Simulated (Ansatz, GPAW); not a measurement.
# Optical response of CuRhS2 (model structure), part 2 of 3

Wanted: where CuRhS2 (model structure) starts to absorb, how strongly, and its refractive index. The structure is a model built here, which may or may not match a known phase. It was built so: All O replaced by S in the R-3m structure of CuRhO2. The cell is first relaxed with Ansatz.

GPAW 26.7.0; DFT, PBE, plane-wave PAW (GPAW data sets), scalar-relativistic, RPA, optical limit.

So far: Set-up; Relaxation.

## (3) Ground state

First the ground state: is it a metal or has it a gap?

This step: DFT, PBE, plane-wave PAW (GPAW data sets), scalar-relativistic, ground state (GPAW 26.7.0).

gs.py

```python
from ase import Atoms
from ase.dft.bandgap import bandgap
from gpaw import GPAW, PW, FermiDirac

atoms = Atoms(['Rh', 'Cu', 'S', 'S'],
              cell=[[1.793032058092, 1.035207541405, 6.653223982100],
                    [-1.793032058092, 1.035207541405, 6.653223982100],
                    [0.000000000000, -2.070415082810, 6.653223982100]],
              scaled_positions=[[0.500000000000, 0.500000000000, 0.500000000000],
                                [1.000000000000, 1.000000000000, 1.000000000000],
                                [0.892307537000, 0.892307537000, 0.892307537000],
                                [0.107692463000, 0.107692463000, 0.107692463000]],
              pbc=[True, True, True])
atoms.calc = GPAW(mode=PW(450), xc='PBE', kpts={'size': (7, 7, 7), 'gamma': True},
                  occupations=FermiDirac(0.05), maxiter=150, txt='gs.txt')
print('energy (eV)', atoms.get_potential_energy())
print('Fermi level (eV)', atoms.calc.get_fermi_level())
print('valence electrons', atoms.calc.get_number_of_electrons())
print('gap (eV)', bandgap(atoms.calc, output=None)[0])
print('direct gap (eV)', bandgap(atoms.calc, direct=True, output=None)[0])
atoms.calc.write('gs.gpw')
```

Run with:

```
$ OMP_NUM_THREADS=1 python gs.py
```

Numbers of over 12 decimals in the logs are rounded to 6 here.

What it wrote:

```text
__  _  _
 | _ |_)|_||  |
 |__||  | ||/\| - 26.7.0

Versions:
  Python: 3.12.14
  ASE:    3.29.0
  Numpy:  2.5.5
  Scipy:  1.18.1
  Libxc:  7.0.0

Input parameters:
  mode=PW(ecut=450.000000),
  kpts=MonkhorstPack(size=(7, 7, 7), gamma=True),
  maxiter=150,
  occupations=Occupations(name='fermi-dirac', width=0.05, fixmagmom=False),
  xc=XC(name='PBE')

Diagonalizing LCAO Hamiltonian
Converting LCAO to pw mode

       Cu

       S

       Rh

       S

Atoms  # Å, Bohr magnetons
|   | symbol |         x |         y |         z |    initial magnetic moments |
| 0 |     Rh |  0.000000 |  0.000000 |  9.979836 | ( 0.0000,  0.0000,  0.0000) |
| 1 |     Cu |  0.000000 |  0.000000 | 19.959672 | ( 0.0000,  0.0000,  0.0000) |
| 2 |      S | -0.000000 | -0.000000 | 17.810166 | ( 0.0000,  0.0000,  0.0000) |
| 3 |      S |  0.000000 |  0.000000 |  2.149506 | ( 0.0000,  0.0000,  0.0000) |

Unit cell  # Å
| periodic |         x |         y |        z |  lengths |    angles |
|      yes |  1.793032 |  1.035208 | 6.653224 | 6.967927 | 29.822966 |
|      yes | -1.793032 |  1.035208 | 6.653224 | 6.967927 | 29.822966 |
|      yes |  0.000000 | -2.070415 | 6.653224 | 6.967927 | 29.822966 |

Number of symmetries: 12
Symmetry operations  # r_c * U_cc + t_c -> r_c
|    | kind |            matrix            |
|  0 |  E   |  1, 0, 0,  0, 1, 0,  0, 0, 1 |
|  1 |  σ   |  1, 0, 0,  0, 0, 1,  0, 1, 0 |
|  2 |  σ   |  0, 1, 0,  1, 0, 0,  0, 0, 1 |
|  3 |  C3  |  0, 1, 0,  0, 0, 1,  1, 0, 0 |
|  4 |  C3  |  0, 0, 1,  1, 0, 0,  0, 1, 0 |
|  5 |  σ   |  0, 0, 1,  0, 1, 0,  1, 0, 0 |
|  6 |  C2  |  0, 0,-1,  0,-1, 0, -1, 0, 0 |
|  7 |  S6  |  0, 0,-1, -1, 0, 0,  0,-1, 0 |
|  8 |  S6  |  0,-1, 0,  0, 0,-1, -1, 0, 0 |
|  9 |  C2  |  0,-1, 0, -1, 0, 0,  0, 0,-1 |
| 10 |  C2  | -1, 0, 0,  0, 0,-1,  0,-1, 0 |
| 11 |  i   | -1, 0, 0,  0,-1, 0,  0, 0,-1 |

BZ-sampling:
  Number of BZ points: 343
  Number of IBZ points: 44

  Monkhorst-Pack size: [7, 7, 7]
  Monkhorst-Pack shift: [0, 0, 0]

K-points  # in reciprocal-cell coordinates
|     |                                coordinates |     weight |
|   0 | (  0.00000000,   0.00000000,   0.00000000) | 0.00291545 |
|   1 | (  0.14285714,   0.00000000,  -0.14285714) | 0.01749271 |
|   2 | (  0.14285714,   0.00000000,   0.00000000) | 0.01749271 |
|   3 | (  0.14285714,   0.14285714,  -0.14285714) | 0.01749271 |
|   4 | (  0.14285714,   0.14285714,   0.00000000) | 0.01749271 |
|   5 | (  0.14285714,   0.14285714,   0.14285714) | 0.00583090 |
|   6 | (  0.28571429,  -0.14285714,  -0.14285714) | 0.01749271 |
|   7 | (  0.28571429,   0.00000000,  -0.28571429) | 0.01749271 |
|   8 | (  0.28571429,   0.00000000,  -0.14285714) | 0.03498542 |
|   9 | (  0.28571429,   0.00000000,   0.00000000) | 0.01749271 |
| ... |                                            |            |
|  43 | (  0.42857143,   0.42857143,   0.42857143) | 0.00583090 |

Plane wave coefficients: 1619
Cutoff: 450.000000 eV

Spin-components: 1 (collinear spins)
Bands:           27
Projectors:      22
Spin-degeneracy: 2
Datatype:        complex128

Parallelization:
  kpt:    1
  domain: 1
  band:   1

Density:
  Valence electrons: 38.0
  Components: 1
  Grid points: [35 35 35]
  Charge: 0.0  # |e|

Potential:
  Grid points: [35 35 35]

species:
  Rh:
    name:    Rhodium
    id:
    Z:       45.0
    valence: 15
    core:    30
    charge:  0.0  # [|e|]
    compensation charges:
      type: gauss
      rc: 0.38  # [Å]
      lmax: 2
    cutoffs:
      filter: 2.48  # [Å]
      core: 2.35  # [Å]
    projectors
    | kind |    occ | energy [eV] | rcut [Å] |
    |   5s |  1.000 |      -4.297 |    1.270 |
    |   4p |  6.000 |     -50.429 |    1.381 |
    |   5p |  0.000 |      -0.852 |    1.381 |
    |   4d |  8.000 |      -5.942 |    1.244 |
    |    s |        |      22.915 |    1.270 |
    |    d |        |      21.270 |    1.244 |

    Using partial waves for Rh as LCAO basis

  Cu:
    name:    Copper
    id:
    Z:       29.0
    valence: 11
    core:    18
    charge:  0.0  # [|e|]
    compensation charges:
      type: gauss
      rc: 0.33  # [Å]
      lmax: 2
    cutoffs:
      filter: 2.06  # [Å]
      core: 2.43  # [Å]
    projectors
    | kind |    occ | energy [eV] | rcut [Å] |
    |   4s |  1.000 |      -4.609 |    1.164 |
    |   4p |  0.000 |      -0.698 |    1.164 |
    |   3d | 10.000 |      -5.039 |    1.058 |
    |    s |        |      22.603 |    1.164 |
    |    p |        |      26.513 |    1.164 |
    |    d |        |      22.172 |    1.058 |

    Using partial waves for Cu as LCAO basis

  S:
    name:    Sulfur
    id:
    Z:       16.0
    valence: 6
    core:    10
    charge:  0.0  # [|e|]
    compensation charges:
      type: gauss
      rc: 0.24  # [Å]
      lmax: 2
    cutoffs:
      filter: 1.77  # [Å]
      core: 1.66  # [Å]
    projectors
    | kind |    occ | energy [eV] | rcut [Å] |
    |   3s |  2.000 |     -17.254 |    0.974 |
    |   3p |  4.000 |      -7.008 |    0.979 |
    |    s |        |       9.957 |    0.974 |
    |    p |        |      20.203 |    0.979 |
    |    d |        |       0.000 |    0.900 |

    Using partial waves for S as LCAO basis

Reference energy: -196871.338636  # eV

eigensolver:
  PPCG
  Converge bands: occupied
  niter=2

density mixing:
  MSR1-Mixer
  Pratt-step length: 0.05
  Maximum mixing coefficient: 0.75
  Old densities: 10
  SVD Regularization: 0.005
  Good broyden scale: 1.0
  Trust region scale: 1.0
  Backstep threshold: 4.0
  History deletion threshold: 6.0
  Fourier metric: weight=20.0, sigma=0.015

occupation numbers:
  Fermi-Dirac:
    width: 0.0500  # eV

poisson solver:
  ecut: 3600.000000  # eV

xc functional:
  name: PBE with 2 nearest neighbor stencil

convergence criteria:
- Maximum [total energy] change in last 3 cyles: 0.0005 eV / valence electron
- Maximum integral of absolute [dens]ity change: 0.0001 electrons / valence electron
- Maximum integral of absolute [eigenst]ate change: 4e-08 eV^2 / valence electron
maximum number of iterations: 150

SCF iterations
|iter     |      energy | eigst |  dens |
|iter:   1||  -22.097220 | +0.46 |       |
|iter:   2||  -21.362169 | -1.37 | -1.09 |
|iter:   3||  -20.656631 | -1.41 | -1.20 |
|iter:   4||  -20.519248 | -2.20 | -1.45 |
|iter:   5||  -20.472586 | -2.60 | -1.60 |
|iter:   6||  -20.462497 | -3.41 | -2.01 |
|iter:   7||  -20.461270c| -4.08 | -2.56 |
|iter:   8||  -20.461205c| -4.76 | -3.04 |
|iter:   9||  -20.461203c| -6.06 | -3.72 |
|iter:  10||  -20.461204c| -7.06 | -4.09c|
|iter:  11||  -20.461204c| -8.02c| -4.65c|

Converged in 11 steps
SCF loop duration: 65.773 s (5.979 s/step)
Energy contributions relative to reference atoms: (reference = -196871.338636)

Energy contributions:
  Kinetic:          -2.364594
  Coulomb:          -2.519572
  Zero:              0.122931
  External:          0.000000
  Xc:              -15.699946
  Entropy:          -0.000046
  Spinorbit:         0.000000
  ----------------------------
  Free energy:     -20.461227
  Extrapolated:    -20.461204

dipole moment: (-0.000000, -8.959654, -14.395803)  # |e|*Ang

Fermi level: 5.904
Eigenvalues  # (at kpt = [0.000, 0.000, 0.000])
| band index |      eig [eV] | occ [0-2] |
|          0 |       -40.656 |     2.000 |
|        ... |               |           |
|         11 |         3.629 |     2.000 |
|         12 |         3.629 |     2.000 |
|         13 |         3.672 |     2.000 |
|         14 |         3.882 |     2.000 |
|         15 |         3.882 |     2.000 |
|         16 |         4.295 |     2.000 |
|         17 |         4.688 |     2.000 |
|         18 |         4.688 |     2.000 |
|         19 |         8.610 |     0.000 |
|         20 |         8.610 |     0.000 |
|         21 |         8.751 |     0.000 |
|         22 |        10.865 |     0.000 |
|         23 |        13.886 |     0.000 |
|         24 |        13.974 |     0.000 |
|         25 |        13.974 |     0.000 |
|         26 |        15.334 |     0.000 |

Gap: 0.709 eV
Transition (v -> c):
  (s=0, k=42, n=18, [0.43, 0.43, 0.29]) -> (s=0, k=41, n=19, [0.43, 0.43, 0.14])
Direct/indirect transitions are different
Direct gap: 1.004 eV
Transition at: (s=0, k=41, n=18, [0.43, 0.43, 0.14])

--- standard output ---
energy (eV) -20.461204
Fermi level (eV) 5.903628
valence electrons 38.0
gap (eV) 0.708967
direct gap (eV) 1.003571
```

The job ended after 72 s (1 thread of AMD EPYC 9R14 (Zen 4), shared host; peak memory 0.26 GiB).

Read-outs, printed or worked out from the files:

| Quantity | Value |
| --- | --- |
| energy | -20.46 eV |
| Fermi energy | 5.904 eV |
| gap on the k-mesh | 0.7090 eV |
| direct gap on the mesh | 1.004 eV |
| electrons | 38 |

There is a gap, 0.71 eV on this mesh (points off the mesh can give less), so no carriers' term is needed.

## (4) Bands for the response

The response needs many more empty bands than the density does.

This step: DFT, PBE, plane-wave PAW (GPAW data sets), scalar-relativistic, bands at fixed density (GPAW 26.7.0).

nscf.py

```python
from ase.dft.bandgap import bandgap
from gpaw import GPAW, FermiDirac

calc = GPAW('gs.gpw').fixed_density(kpts={'size': (8, 8, 8), 'gamma': True}, nbands=61, convergence={'bands': 55},
                                    occupations=FermiDirac(0.001), txt='nscf.txt')
print('gap (eV)', bandgap(calc, output=None)[0])
print('direct gap (eV)', bandgap(calc, direct=True, output=None)[0])
print('top band over the Fermi level (eV)', min(calc.get_eigenvalues(kpt=k)[54] for k in range(len(calc.get_ibz_k_points()))) - calc.get_fermi_level())
calc.write('full.gpw', mode='all')
```

Run with:

```
$ OMP_NUM_THREADS=1 python nscf.py
```

What it wrote:

```text
Diagonalizing LCAO Hamiltonian
Converting LCAO to pw mode
convergence criteria:
- Maximum integral of absolute [eigenst]ate change: 4e-08 eV^2 / valence electron
maximum number of iterations: 150

SCF iterations
|iter     |      energy | eigst |  dens |
|iter:   1||             | +3.31 |       |
|iter:   2||             | +2.13 |       |
|iter:   3||             | +0.96 |       |
|iter:   4||             | -0.26 |       |
|iter:   5||             | -1.10 |       |
|iter:   6||             | -1.95 |       |
|iter:   7||             | -2.56 |       |
|iter:   8||             | -3.08 |       |
|iter:   9||             | -3.49 |       |
|iter:  10||             | -3.95 |       |
|iter:  11||             | -4.31 |       |
|iter:  12||             | -4.63 |       |
|iter:  13||             | -4.84 |       |
|iter:  14||             | -5.00 |       |
|iter:  15||             | -5.17 |       |
|iter:  16||             | -5.32 |       |
[...]
|iter:  25||             | -6.60 |       |
|iter:  26||             | -6.73 |       |
|iter:  27||             | -6.86 |       |
|iter:  28||             | -7.00 |       |
|iter:  29||             | -7.11 |       |
|iter:  30||             | -7.19 |       |
|iter:  31||             | -7.29 |       |
|iter:  32||             | -7.36 |       |
|iter:  33||             | -7.47c|       |
SCF steps: 33
  __  _  _
 | _ |_)|_||  |
 |__||  | ||/\| - 26.7.0

Versions:
  Python: 3.12.14
  ASE:    3.29.0
  Numpy:  2.5.5
  Scipy:  1.18.1
  Libxc:  7.0.0

Input parameters:
  mode=PW(ecut=450.000000),
  convergence={'bands': 55},
  gpts=array([35, 35, 35]),
  kpts=MonkhorstPack(size=(8, 8, 8), gamma=True),
  maxiter=150,
  nbands=61,
  occupations=Occupations(name='fermi-dirac', width=0.001, fixmagmom=False),
  parallel={},
  xc=XC(name='PBE')

--- standard output ---
gap (eV) 0.815499
direct gap (eV) 1.024496
top band over the Fermi level (eV) 28.608566
```

Wall time 8.5 min (1 thread); peak memory 0.35 GiB.

Read-outs, printed or worked out from the files:

- gap on the k-mesh: 0.8155 eV
- direct gap on the mesh: 1.024 eV

(Continued in part 3 of 3.)

[Machine, clock and banner lines and Python warnings are left out of the logs.]

[Logs are printed without paths, hosts, clocks, repeated set-up lines and the standing remarks that a program may print on its own settings, such as how far it seeks lower states.]

[Hosts, paths, dates, database ids (printed as entryN), source tags and the programs' standing remarks are cut or masked in the printed files.]
